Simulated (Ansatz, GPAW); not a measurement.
# Dielectric function and optical constants of SrH2S2 (model structure)

Wanted: where SrH2S2 (model structure) starts to absorb, how strongly, and its refractive index. The structure is a model built here, which may or may not match a known phase. It was built so: All Ca replaced by Sr and O replaced by S in the P-3m1 structure of CaH2O2. The cell is first relaxed with Ansatz.

Calculated with GPAW 26.7.0; DFT, LDA, plane-wave PAW (GPAW data sets), scalar-relativistic, RPA, optical limit.

This is a report of a sequence of runs, with most program output left out.

### 1. Starting point

The structure is trigonal, space group P-3m1 (No. 164). Conventional cell: a = 4.436 Å, b = 4.436 Å, c = 6.070 Å, α = 90.00°, β = 90.00°, γ = 120.00°. Sr has 6 S at 2.93 Å nearest. Nearest to S lie 1 H at 1.18 Å and 3 Sr at 2.93 Å. Nearest to H lie 1 S at 1.18 Å. All Ca replaced by Sr and O replaced by S in the P-3m1 structure of CaH2O2. Farther neighbours and most contacts between anions are not listed.

### 2. Relaxation

The structure was built or cut out here, so it is relaxed before any spectrum is computed.

This step: DFT, LDA, plane-wave PAW, default files, scalar-relativistic, relaxation (Ansatz 0.2.0).

input.yaml

```yaml
crystal:
  lattice:
    - [4.4358100021, 0.0, 0.0]
    - [-2.2179050011, 3.8415241482, 0.0]
    - [0.0, 0.0, 6.06973054]
  atoms:
    - { symbol: Sr, position: [0.0, 0.0, 0.0] }
    - { symbol: S, position: [0.6666666667, 0.3333333333, 0.2341] }
    - { symbol: S, position: [0.3333333333, 0.6666666667, 0.7659] }
    - { symbol: H, position: [0.6666666667, 0.3333333333, 0.4285] }
    - { symbol: H, position: [0.3333333333, 0.6666666667, 0.5715] }
kpoints:
  mp_grid: { grid: [6, 6, 4] }
scf:
  occupations: { method: fermi_dirac, width: 0.05 }
hamiltonian:
  xc: lda
output:
  forces: true
  stress: true
relax:
  f_tol: 0.02
  max_steps: 50
  cell: {}
```

Run with:

```sh
$ ansatz run input.yaml --threads 1 --pin off --max-ram 4096MiB --backend cpu --events-out ev --progress --plain --runs-dir out
```

It took 20 s on 1 thread of Arm Neoverse V2, shared host; peak memory 0.34 GiB.

Step by step:

| step | energy less that of the first step (eV) | largest force component (eV/Å) | pressure (GPa) | volume (Å³) |
| --- | --- | --- | --- | --- |
| 1 | 0.0000 | 6.9005 | 8.48 | 103.43 |
| 2 | -0.8349 | 2.8395 | 3.48 | 102.83 |
| 3 | -1.0440 | 0.8612 | 0.71 | 104.75 |
| 4 | -1.0812 | 0.2493 | 0.10 | 102.27 |
| 5 | -1.0920 | 0.0398 | 0.18 | 100.45 |
| 6 | -1.0922 | 0.0398 | 0.16 | 100.48 |
| 7 | -1.0938 | 0.0255 | 0.06 | 100.28 |
| 8 | -1.0949 | 0.0045 | 0.00 | 99.93 |
| 9 | -1.0951 | 0.0043 | 0.01 | 99.70 |
| 10* | -1.0949 | 0.0047 | -0.01 | 99.70 |

Relaxation steps marked * repeat the geometry before them on a plane-wave basis chosen anew for their cell, so energy and pressure can jump there.

The run keeps the 12 symmetry operations that it works with, so distortions that break them were not tested.

| conventional cell, symmetrised | before | after | change |
| --- | --- | --- | --- |
| a (Å) | 4.436 | 4.522 | +1.9 % |
| b (Å) | 4.436 | 4.522 | +1.9 % |
| c (Å) | 6.070 | 5.631 | -7.2 % |
| volume (Å³/atom) | 20.69 | 19.94 | -3.6 % |

The atoms that moved most (Å, as changes of fractional coordinates times the final cell):

| atom | dx | dy | dz | length |
| --- | --- | --- | --- | --- |
| H4 | 0.000 | 0.000 | 0.300 | 0.300 |
| H5 | 0.000 | 0.000 | -0.300 | 0.300 |
| S3 | 0.000 | 0.000 | -0.034 | 0.034 |
| S2 | 0.000 | 0.000 | 0.034 | 0.034 |

The relaxed structure:

```cif
data_structure
_symmetry_space_group_name_H-M 'P 1'
_symmetry_Int_Tables_number 1
_cell_length_a 4.5216
_cell_length_b 4.5216
_cell_length_c 5.6309
_cell_angle_alpha 90.000
_cell_angle_beta 90.000
_cell_angle_gamma 120.000
_cell_volume 99.70
loop_
_atom_site_label
_atom_site_type_symbol
_atom_site_fract_x
_atom_site_fract_y
_atom_site_fract_z
_atom_site_occupancy
Sr1 Sr 0.00000 0.00000 0.00000 1
S2 S 0.66667 0.33333 0.24016 1
S3 S 0.33333 0.66667 0.75984 1
H4 H 0.66667 0.33333 0.48169 1
H5 H 0.33333 0.66667 0.51831 1
```

The relaxation ends with a largest force component of 0.0047 eV/Å and a pressure of -0.01 GPa.

### 3. Ground state

First the ground state: is it a metal or has it a gap?

This step: DFT, LDA, plane-wave PAW (GPAW data sets), scalar-relativistic, ground state (GPAW 26.7.0).

gs.py

```python
from ase import Atoms
from ase.dft.bandgap import bandgap
from gpaw import GPAW, PW, FermiDirac

atoms = Atoms(['Sr', 'S', 'S', 'H', 'H'],
              cell=[[4.521560322914, 0.000000000029, 0.000000000000],
                    [-2.260780161482, 3.915786104373, 0.000000000000],
                    [0.000000000000, 0.000000000000, 5.630942831600]],
              scaled_positions=[[1.000000000000, 1.000000000000, 0.000000000000],
                                [0.666666666667, 0.333333333333, 0.240158317300],
                                [0.333333333333, 0.666666666667, 0.759841682700],
                                [0.666666666667, 0.333333333333, 0.481692329500],
                                [0.333333333333, 0.666666666667, 0.518307670500]],
              pbc=[True, True, True])
atoms.calc = GPAW(mode=PW(450), xc='LDA', kpts={'size': (6, 6, 4), 'gamma': True},
                  occupations=FermiDirac(0.05), maxiter=150, txt='gs.txt')
print('energy (eV)', atoms.get_potential_energy())
print('Fermi level (eV)', atoms.calc.get_fermi_level())
print('valence electrons', atoms.calc.get_number_of_electrons())
print('gap (eV)', bandgap(atoms.calc, output=None)[0])
print('direct gap (eV)', bandgap(atoms.calc, direct=True, output=None)[0])
atoms.calc.write('gs.gpw')
```

Run with:

```sh
$ OMP_NUM_THREADS=1 python gs.py
```

The job ended after 12 s (1 thread; peak memory 0.16 GiB).

Read-outs, printed or worked out from the files:

```
energy                 : -22.84 eV
Fermi energy           : 3.085 eV
gap on the k-mesh      : 2.977 eV
direct gap on the mesh : 3.493 eV
electrons              : 24
```

There is a gap, 2.98 eV on this mesh (points off the mesh can give less), so no carriers' term is needed.

### 4. Bands for the response

At the fixed density, many empty bands are solved on the mesh of the response, since the spectrum sums over them.

This step: DFT, LDA, plane-wave PAW (GPAW data sets), scalar-relativistic, bands at fixed density (GPAW 26.7.0).

nscf.py

```python
from ase.dft.bandgap import bandgap
from gpaw import GPAW, FermiDirac

calc = GPAW('gs.gpw').fixed_density(kpts={'size': (12, 12, 6), 'gamma': True}, nbands=52, convergence={'bands': 46},
                                    occupations=FermiDirac(0.001), txt='nscf.txt')
print('gap (eV)', bandgap(calc, output=None)[0])
print('direct gap (eV)', bandgap(calc, direct=True, output=None)[0])
print('top band over the Fermi level (eV)', min(calc.get_eigenvalues(kpt=k)[45] for k in range(len(calc.get_ibz_k_points()))) - calc.get_fermi_level())
calc.write('full.gpw', mode='all')
```

Run with:

```sh
$ OMP_NUM_THREADS=1 python nscf.py
```

It took 3.5 min on 1 thread; peak memory 0.39 GiB.

### 5. Dielectric function, RPA

Transitions between filled and empty bands, summed over the zone, give the optical response, so mesh, band count and broadening shape it.

The induced potential is part of this response.

This step: DFT, LDA, plane-wave PAW (GPAW data sets), scalar-relativistic, RPA, optical limit (GPAW 26.7.0).

df.py

```python
from gpaw.response.df import DielectricFunction

df = DielectricFunction('full.gpw', frequencies={'type': 'nonlinear', 'domega0': 0.03, 'omega2': 8},
                        ecut=30,
                        eta=0.2,
                        nbands=46,
                        txt='df.txt')
for direction in ['x', 'z']:
    df.get_dielectric_function(xc='RPA', direction=direction, filename=f'df_{direction}.csv')
```

Run with:

```sh
$ OMP_NUM_THREADS=1 python df.py
```

Elapsed: 26 s, on 1 thread; peak memory 0.27 GiB.

Read-outs, printed or worked out from the files:

| Item | Value |
| --- | --- |
| electronic dielectric constant ε∞, mean over x, y and z (by symmetry where fewer were run) | 3.525 |
| main peak of Im epsilon, first axis | 4.934 eV |

Values under the direct gap are tails of Lorentzian lines. Table of Im ε by photon energy; read off at these points:

| photon energy (eV) | E ∥ x | E ∥ z |
| --- | --- | --- |
| 0.00 | 0 | 0 |
| 0.50 | 0.0136 | 0.00825 |
| 1.00 | 0.0290 | 0.0172 |
| 1.50 | 0.0484 | 0.0276 |
| 2.00 | 0.0764 | 0.0410 |
| 2.50 | 0.124 | 0.0600 |
| 3.00 | 0.234 | 0.0915 |
| 3.50 | 0.739 | 0.167 |
| 4.00 | 1.96 | 0.423 |
| 4.50 | 3.01 | 0.935 |
| 4.93 | 4.02 | 1.70 |
| 5.00 | 3.98 | 1.80 |
| 5.50 | 3.75 | 2.82 |
| 6.00 | 3.50 | 3.09 |
| 6.50 | 2.67 | 2.71 |
| 7.00 | 2.69 | 3.13 |
| 7.27 | 2.88 | 3.12 |
| 7.50 | 2.71 | 3.28 |
| 8.00 | 2.63 | 3.59 |
| 8.50 | 3.03 | 3.71 |
| 8.89 | 3.23 | 3.89 |
| 9.00 | 3.19 | 4.06 |
| 9.22 | 3.05 | 4.41 |
| 9.50 | 2.67 | 4.16 |
| 10.00 | 2.06 | 3.20 |
| 10.50 | 1.73 | 2.22 |
| 11.00 | 1.51 | 2.13 |
| 11.50 | 1.23 | 1.91 |
| 12.00 | 1.24 | 1.48 |
| 12.50 | 1.17 | 1.42 |
| 13.00 | 1.09 | 1.44 |
| 13.50 | 1.01 | 1.18 |
| 14.00 | 1.05 | 0.941 |
| 14.50 | 1.14 | 0.788 |
| 15.00 | 1.11 | 0.769 |
| 15.50 | 1.04 | 0.856 |
| 16.00 | 0.950 | 0.804 |
| 16.50 | 0.817 | 0.737 |
| 17.00 | 0.675 | 0.652 |
| 17.50 | 0.660 | 0.572 |
| 18.00 | 0.639 | 0.610 |
| 18.50 | 0.661 | 0.622 |
| 19.00 | 0.631 | 0.580 |
| 19.50 | 0.548 | 0.512 |
| 20.00 | 0.498 | 0.484 |
| 20.50 | 0.526 | 0.484 |
| 21.00 | 0.512 | 0.438 |

Re ε against photon energy:

| photon energy (eV) | E ∥ x | E ∥ z |
| --- | --- | --- |
| 0 | 3.63 | 3.31 |
| 1 | 3.70 | 3.35 |
| 2 | 3.95 | 3.49 |
| 3 | 4.60 | 3.80 |
| 4 | 5.54 | 4.48 |
| 5 | 3.74 | 4.98 |
| 6 | 2.11 | 3.64 |
| 7 | 2.09 | 3.08 |
| 8 | 1.92 | 2.61 |
| 9 | 0.837 | 1.82 |
| 10 | 0.231 | -0.522 |
| 11 | 0.255 | 0.0103 |
| 12 | 0.516 | -0.0466 |
| 13 | 0.537 | 0.0216 |
| 14 | 0.714 | 0.0459 |
| 15 | 0.572 | 0.390 |
| 16 | 0.398 | 0.376 |
| 17 | 0.461 | 0.387 |
| 18 | 0.566 | 0.513 |
| 19 | 0.567 | 0.491 |
| 20 | 0.648 | 0.518 |
| 21 | 0.708 | 0.509 |

Values under the direct gap are tails of Lorentzian lines. The loss function −Im 1/ε at q → 0 by energy loss; read off at these points:

| energy loss (eV) | E ∥ x | E ∥ z |
| --- | --- | --- |
| 0.00 | 0 | 0 |
| 0.50 | 0.00102 | 7.5e-4 |
| 1.00 | 0.00211 | 0.00153 |
| 1.50 | 0.00336 | 0.00239 |
| 2.00 | 0.00490 | 0.00337 |
| 2.50 | 0.00708 | 0.00460 |
| 3.00 | 0.0111 | 0.00635 |
| 3.50 | 0.0255 | 0.0100 |
| 4.00 | 0.0568 | 0.0209 |
| 4.50 | 0.0897 | 0.0377 |
| 5.00 | 0.134 | 0.0641 |
| 5.50 | 0.171 | 0.0971 |
| 6.00 | 0.210 | 0.136 |
| 6.50 | 0.271 | 0.148 |
| 7.00 | 0.232 | 0.163 |
| 7.50 | 0.275 | 0.172 |
| 8.00 | 0.248 | 0.182 |
| 8.50 | 0.263 | 0.202 |
| 9.00 | 0.293 | 0.205 |
| 9.50 | 0.375 | 0.237 |
| 10.00 | 0.479 | 0.305 |
| 10.50 | 0.574 | 0.447 |
| 11.00 | 0.645 | 0.469 |
| 11.40 | 0.745 | 0.503 |
| 11.50 | 0.738 | 0.519 |
| 12.00 | 0.688 | 0.676 |
| 12.50 | 0.701 | 0.692 |
| 13.00 | 0.738 | 0.695 |
| 13.50 | 0.711 | 0.851 |
| 14.00 | 0.650 | 1.06 |
| 14.50 | 0.668 | 1.19 |
| 15.00 | 0.711 | 1.03 |
| 15.50 | 0.773 | 0.959 |
| 16.00 | 0.896 | 1.02 |
| 16.50 | 0.978 | 1.11 |
| 16.85 | 1.04 | 1.14 |
| 17.00 | 1.01 | 1.13 |
| 17.50 | 0.882 | 1.06 |
| 18.00 | 0.877 | 0.960 |
| 18.50 | 0.798 | 1.00 |
| 19.00 | 0.877 | 1.00 |
| 19.50 | 0.891 | 1.03 |
| 20.00 | 0.745 | 0.963 |
| 20.50 | 0.712 | 0.923 |
| 21.00 | 0.671 | 0.972 |

Table of reflectivity at normal incidence by photon energy; read off at these points:

| photon energy (eV) | E ∥ x (%) | E ∥ z (%) |
| --- | --- | --- |
| 0.00 | 9.72 | 8.43 |
| 0.50 | 9.79 | 8.48 |
| 1.00 | 9.99 | 8.60 |
| 1.50 | 10.4 | 8.82 |
| 2.00 | 10.9 | 9.16 |
| 2.50 | 11.8 | 9.64 |
| 3.00 | 13.3 | 10.4 |
| 3.50 | 15.9 | 11.4 |
| 4.00 | 18.0 | 12.9 |
| 4.50 | 18.9 | 14.7 |
| 4.84 | 20.6 | 15.9 |
| 5.00 | 20.2 | 16.3 |
| 5.50 | 19.0 | 17.7 |
| 6.00 | 18.2 | 16.9 |
| 6.50 | 14.5 | 15.1 |
| 7.00 | 14.1 | 16.5 |
| 7.32 | 15.4 | 16.5 |
| 7.50 | 14.8 | 17.0 |
| 8.00 | 13.9 | 18.3 |
| 8.50 | 16.7 | 19.1 |
| 9.00 | 19.9 | 21.2 |
| 9.50 | 22.1 | 25.9 |
| 10.00 | 17.8 | 29.1 |
| 10.50 | 17.2 | 23.0 |
| 11.00 | 14.5 | 20.4 |
| 11.50 | 11.0 | 21.8 |
| 12.00 | 9.70 | 18.9 |
| 12.50 | 8.90 | 14.9 |
| 13.00 | 8.40 | 17.6 |
| 13.50 | 6.85 | 17.9 |
| 14.00 | 6.55 | 16.0 |
| 14.50 | 7.84 | 11.9 |
| 15.00 | 8.19 | 8.12 |
| 15.50 | 8.35 | 8.51 |
| 15.93 | 9.25 | 8.59 |
| 16.00 | 9.14 | 8.56 |
| 16.50 | 8.10 | 8.70 |
| 17.00 | 6.40 | 7.48 |
| 17.50 | 4.98 | 5.71 |
| 18.00 | 4.76 | 5.22 |
| 18.50 | 4.30 | 5.73 |
| 19.00 | 4.70 | 5.33 |
| 19.50 | 4.21 | 5.00 |
| 20.00 | 2.99 | 4.35 |
| 20.50 | 2.90 | 4.07 |
| 21.00 | 2.61 | 4.21 |

The refractive index n and extinction k by photon energy:

| photon energy (eV) | n, E ∥ x | k, E ∥ x | n, E ∥ z | k, E ∥ z |
| --- | --- | --- | --- | --- |
| 0 | 1.91 | 0 | 1.82 | 0 |
| 1 | 1.92 | 0.00753 | 1.83 | 0.00469 |
| 2 | 1.99 | 0.0192 | 1.87 | 0.0110 |
| 3 | 2.14 | 0.0547 | 1.95 | 0.0235 |
| 4 | 2.39 | 0.411 | 2.12 | 0.0997 |
| 5 | 2.14 | 0.928 | 2.27 | 0.396 |
| 6 | 1.76 | 0.994 | 2.05 | 0.753 |
| 7 | 1.66 | 0.811 | 1.93 | 0.810 |
| 8 | 1.61 | 0.818 | 1.88 | 0.956 |
| 9 | 1.44 | 1.11 | 1.77 | 1.15 |
| 10 | 1.07 | 0.961 | 1.17 | 1.37 |
| 11 | 0.945 | 0.799 | 1.03 | 1.03 |
| 12 | 0.964 | 0.643 | 0.846 | 0.873 |
| 13 | 0.936 | 0.583 | 0.854 | 0.842 |
| 14 | 0.997 | 0.529 | 0.703 | 0.669 |
| 15 | 0.955 | 0.582 | 0.791 | 0.486 |
| 16 | 0.845 | 0.562 | 0.795 | 0.506 |
| 17 | 0.799 | 0.422 | 0.757 | 0.431 |
| 18 | 0.842 | 0.379 | 0.809 | 0.377 |
| 19 | 0.841 | 0.375 | 0.791 | 0.367 |
| 20 | 0.856 | 0.291 | 0.783 | 0.309 |
| 21 | 0.889 | 0.288 | 0.768 | 0.285 |

From ε follow the optical constants at some laser and lamp lines:

| wavelength (nm) | n x | k x | R (%) x | 1/α x | n z | k z | R (%) z | 1/α z |
| --- | --- | --- | --- | --- | --- | --- | --- | --- |
| 1064 | 1.93 | 0.009 | 10.1 | 9.4 µm | 1.83 | 0.006 | 8.7 | 15 µm |
| 532 | 2.02 | 0.026 | 11.5 | 1.6 µm | 1.89 | 0.014 | 9.5 | 3.0 µm |
| 450 | 2.09 | 0.040 | 12.5 | 898 nm | 1.92 | 0.019 | 10.0 | 1.9 µm |
| 405 | 2.16 | 0.060 | 13.5 | 538 nm | 1.96 | 0.025 | 10.5 | 1.3 µm |
| 308 | 2.39 | 0.424 | 18.1 | 58 nm | 2.12 | 0.104 | 13.0 | 236 nm |
| 248 | 2.15 | 0.928 | 20.2 | 21 nm | 2.27 | 0.396 | 16.3 | 50 nm |
| 193 | 1.56 | 0.907 | 15.4 | 17 nm | 1.94 | 0.710 | 15.1 | 22 nm |

Below the direct gap, k and the depth come from the tails of the Lorentzian lines, not from transitions.

Rows near the edge hang on the gap, which this functional as a rule makes too small, and phonon-assisted absorption is left out.

At 1064 nm the birefringence n(z) − n(x) is -0.097: the crystal is uniaxial negative at this level.

### 6. Results

* electronic dielectric constant ε∞, mean over x, y and z (by symmetry where fewer were run) (RPA): 3.52
* main peak of Im epsilon, first axis: 4.93 eV

At this level (LDA, RPA) SrH2S2 has a mean ε∞ = 3.52 and n = 1.92 at 1550 nm (E ∥ x), and Im ε peaks at 4.9 eV (E ∥ x). The cell shrank by 3.6 % in volume. On the mesh the gap is 2.98 eV and the least direct gap 3.49 eV, so on this mesh the band edges lie at different points. Local fields change the static value along x from 4.20 to 3.63 (-14 %). Distinct maxima of Im ε, read by a parabola through the highest points, lie at 4.93 eV (4.0), 7.28 eV (2.9) and 8.90 eV (3.2) for E ∥ x. The static values by axis are 3.63 (x), 3.31 (z). At 1064 nm the birefringence n(z) − n(x) is -0.097: the crystal is uniaxial negative at this level. Excitons and phonon-assisted transitions are missing; LDA gaps are as a rule too small, which pulls the onset down and ε∞ up. The sum runs over mesh points, so small or evenly spaced maxima can still be ripples of the mesh. The curves end at 21 eV, about where the summed bands run out.

[Machine, clock and banner lines and Python warnings are left out of the logs.]

[Logs are printed without paths, hosts, clocks, repeated set-up lines and the standing remarks that a program may print on its own settings, such as how far it seeks lower states.]

[Hosts, paths, dates, database ids (printed as entryN), source tags and the programs' standing remarks are cut or masked in the printed files.]
